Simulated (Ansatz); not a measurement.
# How Ir(100) screens a field

Where does the screening charge of Ir(100) sit?

Method: plane-wave DFT, LDA, Ansatz PAW, in Ansatz 0.2.0.

### Step 1. Set-up

The cell holds 6 atoms: 6 Ir. Cell: a = 2.715 Å, b = 2.715 Å, c = 27.600 Å, α = 90.0°, β = 90.0°, γ = 90.0°. Vacuum lies along c.

### Step 2. Atoms held, field 0

A sawtooth potential applies the field, turning back in the middle of the vacuum. With the dipole correction the typed value is the field outside the slab. The induced dipole is small, so the SCF threshold is tight.

File input.yaml:

```yaml
crystal:
  lattice:
    - [2.7152900398, 0.0, 0.0]
    - [0.0, 2.7152900398, 0.0]
    - [0.0, 0.0, 27.6]
  atoms:
    - { symbol: Ir, position: [0.5, 0.5, 0.3260869565] }
    - { symbol: Ir, position: [0.0, 0.0, 0.3956521739] }
    - { symbol: Ir, position: [0.5, 0.5, 0.4652173913] }
    - { symbol: Ir, position: [0.0, 0.0, 0.5347826087] }
    - { symbol: Ir, position: [0.5, 0.5, 0.6043478261] }
    - { symbol: Ir, position: [0.0, 0.0, 0.6739130435] }
kpoints:
  mp_grid: { grid: [18, 18, 1] }
hamiltonian:
  xc: lda
scf:
  occupations: { method: fermi_dirac, width: 0.1 }
  convergence: { dr2_threshold: 1.0e-10 }
efield:
  axis: 3
  dipole_correction: true
  ramp_position: 0.97
  ramp_width: 0.06
  amplitude: 0
output:
  forces: true
  write_potential: true
  write_density: true
  volumetric_format: npy
```

On the command line:

```
$ ansatz run input.yaml --threads 2 --pin off --max-ram 3072MiB --backend cpu --events-out ev --progress --plain --runs-dir out
```

Numbers of over 12 decimals in the logs are rounded to 6 here.

What it wrote:

```text
Engine: ansatz 0.2.0, aarch64-unknown-linux-gnu
Pseudopotentials: kind: paw
Pseudopotential: Ir, paw, valence charge 17, recommended cutoff 420 eV (normal), Ir.paw.azcp
Functional definition: SPW92
  exchange = slater_x
  correlation = pw_c
Crystal: 6 atoms, lattice volume = 203.489 Å³
Basis set: ecut = 420 eV, 4057 PW (Γ)
Bands: 62, of which v1, the nominal top of the filled ones, is band 51 counted from 1 (50 counted from 0)
Symmetry: 8 space group operations
k-points: 55 of 324
Non-local potential: Ir, projectors of the file, l = 0: 3, l = 1: 2, l = 2: 2, l = 3: 1
PAW form: soft (Blöchl's): semilocal exchange-correlation on the pseudo side does not see the compensation charge
PAW frozen core: Ir, regenerated for the run's functional, and the local potential with it (the file was generated under x = pbe(κ = 0.804, μ = 0.219515), c = pbe(β = 0.066725))
PAW one-centre angular grid: Ir, 590 points (default); XC on 64 Gauss nodes
Initial density: superposition of atomic densities (neutral atoms: chi_scale 0, normalization atom), corrected by the library's trained network
Initial wavefunctions: pseudopotential atomic-orbital guess
Functional: x = slater, c = lda
SCF iter   1: F=—  HF=-69977.124693 eV  |F-HF|=—  |Δ(HF+E_count)|=         —  Δρ=1.16e-2  dr2=4.21e0  ethr=1.77e-3  p=-0.000 e·Å  D=-1.51e-14 V/Å  ΔV_dip=0.00 eV  dr2_dipole=5.46e-8  V_vac-E_F(+/−)=5.40/5.40 eV  ⟨swp⟩=7.9  Hψ=14941  notcnv=0  defer=21
efield: sawtooth ramp at fractional position 0.9700 (set: `efield.ramp_position`, or a place that a band, a saddle search or an elastic batch's reference lends), width 0.0600; the density the first Hamiltonian is built on has a dipole p = -0.000 e·Å; the dipole correction subtracts the counter field D = -1.51e-14 V/Å, which shifts the + side's vacuum level by +0.00 eV against the − side's; the planar-averaged density in the ramp window peaks in size at 4.0e-6 e/Å³
preconditioner: auto → LDOS  [metal: Δε(μ)=0.008 eV  Ē_g=6.500 eV  σ=0.100 eV  W_gap=0.02  n_scr=48 (ndim 8)  ℏωp=19.1 eV  f_vac=0.526  D(μ)=5.74/eV (n_scr^D=18)  β→1.0]
SCF iter   2: F=—  HF=-69977.049843 eV  |F-HF|=—  |Δ(HF+E_count)|=   7.49e-2  Δρ=3.78e-3  dr2=2.20e-1  ethr=1.77e-3  p=0.000 e·Å  D=4.31e-5 V/Å  ΔV_dip=-0.00 eV  dr2_dipole=6.38e-7  V_vac-E_F(+/−)=5.87/5.87 eV  ⟨swp⟩=2.1  Hψ=4119  notcnv=0  defer=42
SCF iter   3: F=—  HF=-69977.043288 eV  |F-HF|=—  |Δ(HF+E_count)|=   6.55e-3  Δρ=1.38e-3  dr2=1.08e-2  ethr=2.16e-4  p=0.000 e·Å  D=5.38e-6 V/Å  ΔV_dip=-0.00 eV  dr2_dipole=4.87e-8  V_vac-E_F(+/−)=5.81/5.81 eV  ⟨swp⟩=2.0  Hψ=4515  notcnv=0  defer=45
SCF iter   4: F=—  HF=-69977.040916 eV  |F-HF|=—  |Δ(HF+E_count)|=   2.37e-3  Δρ=3.56e-4  dr2=5.03e-4  ethr=1.06e-5  p=0.000 e·Å  D=8.34e-6 V/Å  ΔV_dip=-0.00 eV  dr2_dipole=2.40e-9  V_vac-E_F(+/−)=5.86/5.86 eV  ⟨swp⟩=2.5  Hψ=5155  notcnv=0  defer=45
SCF iter   5: F=—  HF=-69977.040902 eV  |F-HF|=—  |Δ(HF+E_count)|=   1.31e-5  Δρ=8.28e-5  dr2=4.64e-5  ethr=4.94e-7  p=0.000 e·Å  D=2.14e-6 V/Å  ΔV_dip=-0.00 eV  dr2_dipole=3.10e-11  V_vac-E_F(+/−)=5.89/5.89 eV  ⟨swp⟩=2.7  Hψ=5421  notcnv=0  defer=45
SCF iter   6: F=—  HF=-69977.040893 eV  |F-HF|=—  |Δ(HF+E_count)|=   9.67e-6  Δρ=3.98e-5  dr2=5.33e-6  ethr=4.55e-8  p=0.000 e·Å  D=5.03e-7 V/Å  ΔV_dip=-0.00 eV  dr2_dipole=3.03e-12  V_vac-E_F(+/−)=5.90/5.90 eV  ⟨swp⟩=2.5  Hψ=5624  notcnv=0  defer=45
SCF iter   7: F=—  HF=-69977.040893 eV  |F-HF|=—  |Δ(HF+E_count)|=   7.35e-8  Δρ=1.05e-5  dr2=2.80e-7  ethr=5.23e-9  p=0.000 e·Å  D=2.01e-7 V/Å  ΔV_dip=-0.00 eV  dr2_dipole=1.20e-12  V_vac-E_F(+/−)=5.90/5.90 eV  ⟨swp⟩=3.0  Hψ=6433  notcnv=0  defer=43
SCF iter   8: F=—  HF=-69977.040894 eV  |F-HF|=—  |Δ(HF+E_count)|=   8.56e-7  Δρ=3.11e-6  dr2=3.40e-8  ethr=2.74e-10  p=0.000 e·Å  D=1.21e-8 V/Å  ΔV_dip=-0.00 eV  dr2_dipole=1.62e-13  V_vac-E_F(+/−)=5.90/5.90 eV  ⟨swp⟩=2.6  Hψ=6253  notcnv=0  defer=43
SCF iter   9: F=—  HF=-69977.040894 eV  |F-HF|=—  |Δ(HF+E_count)|=   4.01e-8  Δρ=1.05e-6  dr2=3.34e-9  ethr=3.33e-11  p=0.000 e·Å  D=2.42e-8 V/Å  ΔV_dip=-0.00 eV  dr2_dipole=2.54e-13  V_vac-E_F(+/−)=5.90/5.90 eV  ⟨swp⟩=2.7  Hψ=5965  notcnv=0  defer=43
SCF iter  10: F=—  HF=-69977.040894 eV  |F-HF|=—  |Δ(HF+E_count)|=   8.80e-9  Δρ=3.84e-7  dr2=2.97e-10  ethr=3.27e-12  p=0.000 e·Å  D=5.31e-9 V/Å  ΔV_dip=-0.00 eV  dr2_dipole=7.42e-15  V_vac-E_F(+/−)=5.90/5.90 eV  ⟨swp⟩=3.0  Hψ=6556  notcnv=0  defer=43
SCF iter  11: F=-69977.040894 eV  HF=-69977.040894 eV  |F-HF|=2.91e-11  |Δ(HF+E_count)|=  5.53e-10  Δρ=1.50e-7  dr2=5.67e-11  ethr=1.00e-12  p=0.000 e·Å  D=2.70e-9 V/Å  ΔV_dip=-0.00 eV  dr2_dipole=7.68e-16  V_vac-E_F(+/−)=5.90/5.90 eV  ⟨swp⟩=14.6  Hψ=21305  notcnv=0
SCF 1 converged in 11 iterations: F = -69977.040894 eV  dr2 = 5.67e-11
  greatest PAW one-centre occupation: 1.000 electrons in one spin orbital (limit 2), on the Ir atom at site 2 (counted from 0), in its partial waves of l = 0
WARN: The output density's exchange-correlation potential varies sharply where the density is thin. Do not read a vacuum level from v_tot or v_xc, or from such a field of the output density. On a cell that repeats whose density bears no net charge and no dipole along the vacuum's axis use v_es (v_loc + v_h of the components); under efield.dipole_correction with no amplitude use v_es + v_field, which holds any externa [...]
SCF converged after 11 iterations
Free energy (F): -69977.040894 eV
Harris-Foulkes:  -69977.040894 eV  (|F-HF|=2.91e-11)
Internal energy: -69976.833730 eV  (E = F + TS)
E sigma→0 (E₀):  -69976.937312 eV
Entropy (-TS):   -0.207163 eV (-34.527 meV/atom)
Fermi energy:    7.138295 eV
Dipole field:    D = -0.000000 V/Å  (p = -0.000000 e·Å, saw-weighted, corrected)
Work function:   Φ+ = 5.9038 eV   Φ− = 5.9038 eV
Levels:          The Fermi level and band energies are counted from a zero that moves with the ramp; work functions are not
--- Per-component energies (eV) ---
  E_band       = -2364.421355
  E_kinetic    = 3732.562643
  E_local      = -208030.500566  (includes V_loc(G=0)·N_el)
  E_nonlocal   = 480.398030
  E_hartree    = 102337.281415
  E_xc         = -1592.996967
  E_vxc        = -1792.091202  (∫ρ·V_xc dr)
  E_paw        = -53719.460361  (= ΣΔE_a)
  E_vpaw       = -1429.355229  (= ΣTr[D̂ρ^β])
  E_aug_tail   = 0.000252  (compensation charges beyond the density's cutoff)
  E_efield     = 0.000000  (sawtooth field / dipole correction)
  E_vefield    = 0.000000  (∫n·V_field dr)
  E_ewald      = 86813.412211
  E_core_change = 2.469613  (= ΣΔE_core)
  E_smearing   = -0.207163  (= −TS)
  E_closure    = 0.000000  (closes the sum)
  Σ components = -69977.040894   (vs F -69977.040894, Δ=0.00e0)
--- Forces (eV/Å), atoms counted from 1 ---
  atom   1  Ir     0.00000000     0.00000000     1.45920415
  atom   2  Ir    -0.00000000     0.00000000    -0.98703035
  atom   3  Ir    -0.00000000     0.00000000    -0.25900990
  atom   4  Ir     0.00000000     0.00000000     0.25900993
  atom   5  Ir     0.00000000     0.00000000     0.98703032
  atom   6  Ir    -0.00000000     0.00000000    -1.45920412
  max |Σ_I F_I| component: 1.10e-8 eV/Å
--- Band table (eV; the first three rows and the last of 55) ---
  k-point 0: bands = [... 47 lower, 6.1096, 6.4989, 6.5117, 6.5117, 7.0346, 7.5976, 7.6946, 7.6946, ... 7 higher]
  k-point 1: bands = [... 47 lower, 6.0617, 6.3294, 6.5093, 6.9029, 7.0334, 7.1618, 7.2900, 7.7027, ... 7 higher]
  k-point 2: bands = [... 47 lower, 5.8827, 6.0789, 6.4749, 6.5754, 6.6693, 6.9531, 7.2783, 7.7644, ... 7 higher]
  k-point 54: bands = [... 47 lower, 7.8270, 8.6309, 8.6309, 8.6670, 8.6670, 9.4179, 9.4179, 10.0838, ... 7 higher]
```

Run time: 77 s. Hardware: 2 threads of Arm Neoverse N1, shared host; peak memory 0.7 GiB.

Numbers from this step:

```
energy at zero smearing   : -69976.9373 eV
work function, upper face : 5.904 eV
dipole along the normal   : -3.85e-8 e·Å
```

Running mean over 1.92 Å of the planar mean; the ramp of the sawtooth is left out. Table of electron's electrostatic potential energy less the Fermi level by z:

```csv
z (Å),electron's electrostatic potential energy less the Fermi level (eV)
4,5.90
5,5.90
6,5.85
7,5.08
8,-3.23
9,-12.1
10,-13.0
11,-13.3
12,-13.3
13,-13.3
14,-13.3
15,-13.3
16,-13.3
17,-13.2
18,-12.8
19,-10.1
20,1.63
21,5.63
22,5.89
23,5.90
24,5.90
```

Force by atom:

```csv
atom,x (eV/Å),y (eV/Å),z (eV/Å),size
Ir1,0.00,0.00,1.46,1.46
Ir2,0.00,0.00,-0.99,0.99
Ir3,0.00,0.00,-0.26,0.26
Ir4,0.00,0.00,0.26,0.26
Ir5,0.00,0.00,0.99,0.99
Ir6,0.00,0.00,-1.46,1.46
```

The work function of the upper face is 5.90 eV.

### Step 3. Atoms held, field 0.05 V/Å

input.yaml, as its differences from that of step 2:

```diff
@@ -24,3 +24,3 @@
   ramp_width: 0.06
-  amplitude: 0
+  amplitude: 0.05
 output:
```

What it wrote:

```text
[...]
Crystal: 6 atoms, lattice volume = 203.489 Å³
Basis set: ecut = 420 eV, 4057 PW (Γ)
Bands: 62, of which v1, the nominal top of the filled ones, is band 51 counted from 1 (50 counted from 0)
Symmetry: 8 space group operations
k-points: 55 of 324
[...]
iter 1 solved again at ethr=2.75e-3 eV; its pass at ethr=3.10e-3 eV (dr2=2.80e0 eV) is discarded
[...]
k-point 0: bands = [... 47 lower, 6.1095, 6.4987, 6.5116, 6.5116, 7.0344, 7.5975, 7.6945, 7.6945, ... 7 higher]
  k-point 1: bands = [... 47 lower, 6.0616, 6.3293, 6.5092, 6.9028, 7.0333, 7.1617, 7.2899, 7.7026, ... 7 higher]
  k-point 2: bands = [... 47 lower, 5.8826, 6.0788, 6.4748, 6.5752, 6.6693, 6.9530, 7.2782, 7.7643, ... 7 higher]
  k-point 54: bands = [... 47 lower, 7.8271, 8.6306, 8.6310, 8.6666, 8.6672, 9.4178, 9.4178, 10.0837, ... 7 higher]
[key lines of the parts left out:]
SCF converged after 13 iterations
Free energy (F): -69977.041549 eV
Fermi energy:    7.138188 eV
Dipole field:    D = 0.023304 V/Å  (p = 0.026206 e·Å, saw-weighted, corrected)
```

Elapsed: 92 s, on 2 threads; peak memory 0.7 GiB.

The dipole is 0.0262 e·Å.

### Step 4. Atoms held, field -0.05 V/Å

input.yaml, as its differences from that of step 3:

```diff
@@ -24,3 +24,3 @@
   ramp_width: 0.06
-  amplitude: 0.05
+  amplitude: -0.05
 output:
```

What it wrote:

```text
[...]
Crystal: 6 atoms, lattice volume = 203.489 Å³
Basis set: ecut = 420 eV, 4057 PW (Γ)
Bands: 62, of which v1, the nominal top of the filled ones, is band 51 counted from 1 (50 counted from 0)
Symmetry: 8 space group operations
k-points: 55 of 324
[...]
k-point 0: bands = [... 47 lower, 6.1095, 6.4987, 6.5116, 6.5116, 7.0344, 7.5975, 7.6945, 7.6945, ... 7 higher]
  k-point 1: bands = [... 47 lower, 6.0616, 6.3293, 6.5092, 6.9028, 7.0333, 7.1617, 7.2899, 7.7026, ... 7 higher]
  k-point 2: bands = [... 47 lower, 5.8826, 6.0788, 6.4748, 6.5752, 6.6693, 6.9530, 7.2782, 7.7643, ... 7 higher]
  k-point 54: bands = [... 47 lower, 7.8271, 8.6306, 8.6310, 8.6666, 8.6672, 9.4178, 9.4178, 10.0837, ... 7 higher]
[key lines of the parts left out:]
SCF converged after 13 iterations
Free energy (F): -69977.041549 eV
Fermi energy:    7.138188 eV
Dipole field:    D = -0.023304 V/Å  (p = -0.026206 e·Å, saw-weighted, corrected)
```

Run time: 92 s. Hardware: 2 threads; peak memory 0.71 GiB.

The dipole is -0.0262 e·Å.

### Step 5. Atoms held, field 0.1 V/Å

input.yaml, as its differences from that of step 4:

```diff
@@ -24,3 +24,3 @@
   ramp_width: 0.06
-  amplitude: -0.05
+  amplitude: 0.1
 output:
```

What it wrote:

```text
[...]
Crystal: 6 atoms, lattice volume = 203.489 Å³
Basis set: ecut = 420 eV, 4057 PW (Γ)
Bands: 62, of which v1, the nominal top of the filled ones, is band 51 counted from 1 (50 counted from 0)
Symmetry: 8 space group operations
k-points: 55 of 324
[...]
k-point 0: bands = [... 47 lower, 6.1092, 6.4984, 6.5113, 6.5113, 7.0341, 7.5972, 7.6942, 7.6942, ... 7 higher]
  k-point 1: bands = [... 47 lower, 6.0613, 6.3290, 6.5089, 6.9024, 7.0329, 7.1614, 7.2896, 7.7023, ... 7 higher]
  k-point 2: bands = [... 47 lower, 5.8823, 6.0785, 6.4745, 6.5746, 6.6692, 6.9527, 7.2779, 7.7640, ... 7 higher]
  k-point 54: bands = [... 47 lower, 7.8270, 8.6301, 8.6309, 8.6661, 8.6671, 9.4175, 9.4176, 10.0834, ... 7 higher]
[key lines of the parts left out:]
SCF converged after 13 iterations
Free energy (F): -69977.043514 eV
Fermi energy:    7.137889 eV
Dipole field:    D = 0.046608 V/Å  (p = 0.052414 e·Å, saw-weighted, corrected)
```

Run time: 93 s. Hardware: 2 threads; peak memory 0.71 GiB; 3.1 min of CPU time.

The dipole is 0.0524 e·Å.

### Step 6. Single point, field -0.1 V/Å

input.yaml, as its differences from that of step 5:

```diff
@@ -24,3 +24,3 @@
   ramp_width: 0.06
-  amplitude: 0.1
+  amplitude: -0.1
 output:
```

What it wrote:

```text
[...]
Crystal: 6 atoms, lattice volume = 203.489 Å³
Basis set: ecut = 420 eV, 4057 PW (Γ)
Bands: 62, of which v1, the nominal top of the filled ones, is band 51 counted from 1 (50 counted from 0)
Symmetry: 8 space group operations
k-points: 55 of 324
[...]
k-point 0: bands = [... 47 lower, 6.1092, 6.4984, 6.5113, 6.5113, 7.0341, 7.5972, 7.6942, 7.6942, ... 7 higher]
  k-point 1: bands = [... 47 lower, 6.0613, 6.3290, 6.5089, 6.9024, 7.0329, 7.1614, 7.2896, 7.7023, ... 7 higher]
  k-point 2: bands = [... 47 lower, 5.8823, 6.0785, 6.4745, 6.5746, 6.6692, 6.9527, 7.2779, 7.7640, ... 7 higher]
  k-point 54: bands = [... 47 lower, 7.8270, 8.6302, 8.6309, 8.6661, 8.6671, 9.4175, 9.4176, 10.0834, ... 7 higher]
[key lines of the parts left out:]
SCF converged after 13 iterations
Free energy (F): -69977.043514 eV
Fermi energy:    7.137889 eV
Dipole field:    D = -0.046609 V/Å  (p = -0.052414 e·Å, saw-weighted, corrected)
```

Wall time 93 s (2 threads); peak memory 0.72 GiB; 3.1 min of CPU time.

The dipole is -0.0524 e·Å.

### Step 7. Atoms held, field 0.2 V/Å

input.yaml, as its differences from that of step 6:

```diff
@@ -24,3 +24,3 @@
   ramp_width: 0.06
-  amplitude: -0.1
+  amplitude: 0.2
 output:
```

What it wrote:

```text
[...]
Crystal: 6 atoms, lattice volume = 203.489 Å³
Basis set: ecut = 420 eV, 4057 PW (Γ)
Bands: 62, of which v1, the nominal top of the filled ones, is band 51 counted from 1 (50 counted from 0)
Symmetry: 8 space group operations
k-points: 55 of 324
[...]
k-point 0: bands = [... 47 lower, 6.1080, 6.4972, 6.5101, 6.5101, 7.0329, 7.5960, 7.6930, 7.6930, ... 7 higher]
  k-point 1: bands = [... 47 lower, 6.0601, 6.3278, 6.5077, 6.9010, 7.0317, 7.1602, 7.2884, 7.7010, ... 7 higher]
  k-point 2: bands = [... 47 lower, 5.8810, 6.0773, 6.4733, 6.5724, 6.6689, 6.9515, 7.2767, 7.7627, ... 7 higher]
  k-point 54: bands = [... 47 lower, 7.8262, 8.6286, 8.6301, 8.6643, 8.6664, 9.4162, 9.4164, 10.0822, ... 7 higher]
[key lines of the parts left out:]
SCF converged after 13 iterations
Free energy (F): -69977.051377 eV
Fermi energy:    7.136688 eV
Dipole field:    D = 0.093223 V/Å  (p = 0.104835 e·Å, saw-weighted, corrected)
```

It took 93 s on 2 threads; peak memory 0.69 GiB.

The dipole is 0.105 e·Å.

### Step 8. Atoms held, field -0.2 V/Å

input.yaml, as its differences from that of step 7:

```diff
@@ -24,3 +24,3 @@
   ramp_width: 0.06
-  amplitude: 0.2
+  amplitude: -0.2
 output:
```

What it wrote:

```text
[...]
Crystal: 6 atoms, lattice volume = 203.489 Å³
Basis set: ecut = 420 eV, 4057 PW (Γ)
Bands: 62, of which v1, the nominal top of the filled ones, is band 51 counted from 1 (50 counted from 0)
Symmetry: 8 space group operations
k-points: 55 of 324
[...]
k-point 0: bands = [... 47 lower, 6.1080, 6.4972, 6.5101, 6.5101, 7.0329, 7.5960, 7.6930, 7.6930, ... 7 higher]
  k-point 1: bands = [... 47 lower, 6.0601, 6.3278, 6.5077, 6.9010, 7.0317, 7.1602, 7.2884, 7.7010, ... 7 higher]
  k-point 2: bands = [... 47 lower, 5.8810, 6.0773, 6.4733, 6.5724, 6.6689, 6.9515, 7.2767, 7.7627, ... 7 higher]
  k-point 54: bands = [... 47 lower, 7.8262, 8.6286, 8.6301, 8.6643, 8.6664, 9.4162, 9.4164, 10.0822, ... 7 higher]
[key lines of the parts left out:]
SCF converged after 13 iterations
Free energy (F): -69977.051377 eV
Fermi energy:    7.136689 eV
Dipole field:    D = -0.093224 V/Å  (p = -0.104835 e·Å, saw-weighted, corrected)
```

Elapsed: 93 s, on 2 threads; peak memory 0.69 GiB; 3.1 min of CPU time.

The dipole is -0.105 e·Å.

### Step 9. Atoms held, field 0.4 V/Å

input.yaml, as its differences from that of step 8:

```diff
@@ -24,3 +24,3 @@
   ramp_width: 0.06
-  amplitude: -0.2
+  amplitude: 0.4
 output:
@@ -30 +30,2 @@
   volumetric_format: npy
+  elf: true
```

What it wrote:

```text
[...]
Crystal: 6 atoms, lattice volume = 203.489 Å³
Basis set: ecut = 420 eV, 4057 PW (Γ)
Bands: 62, of which v1, the nominal top of the filled ones, is band 51 counted from 1 (50 counted from 0)
Symmetry: 8 space group operations
k-points: 55 of 324
[...]
k-point 0: bands = [... 47 lower, 6.1032, 6.4923, 6.5053, 6.5053, 7.0280, 7.5911, 7.6881, 7.6881, ... 7 higher]
  k-point 1: bands = [... 47 lower, 6.0552, 6.3230, 6.5028, 6.8952, 7.0265, 7.1553, 7.2836, 7.6957, ... 7 higher]
  k-point 2: bands = [... 47 lower, 5.8760, 6.0725, 6.4684, 6.5634, 6.6675, 6.9467, 7.2718, 7.7575, ... 7 higher]
  k-point 54: bands = [... 47 lower, 7.8222, 8.6230, 8.6261, 8.6583, 8.6626, 9.4112, 9.4115, 10.0775, ... 7 higher]
[key lines of the parts left out:]
SCF converged after 13 iterations
Free energy (F): -69977.082831 eV
Fermi energy:    7.131842 eV
Dipole field:    D = 0.186499 V/Å  (p = 0.209728 e·Å, saw-weighted, corrected)
```

Run time: 90 s. Hardware: 2 threads; peak memory 0.72 GiB; 3 min of CPU time.

Running mean over 1.92 Å of the planar mean, with the applied field; the ramp of the sawtooth is left out. The electron's electrostatic potential energy less the Fermi level by z:

```csv
z (Å),electron's electrostatic potential energy less the Fermi level (eV)
4,4.57
5,4.97
6,5.31
7,4.87
8,-3.26
9,-12.1
10,-13.0
11,-13.3
12,-13.3
13,-13.3
14,-13.3
15,-13.3
16,-13.3
17,-13.2
18,-12.8
19,-10.1
20,1.72
21,5.98
22,6.61
23,7.02
24,7.42
```

The dipole is 0.210 e·Å.

(Part 1 of 2 ends here.)

[Logs are printed without paths, hosts, clocks, repeated set-up lines and the standing remarks that a program may print on its own settings, such as how far it seeks lower states.]

[Hosts, paths, dates, database ids (printed as entryN), source tags and the programs' standing remarks are cut or masked in the printed files.]

[Maps of the electrostatic potential energy from Ansatz leave out the sawtooth potential of an applied field or a dipole correction, so their vacuum need not be flat; planar profiles and work functions include it.]
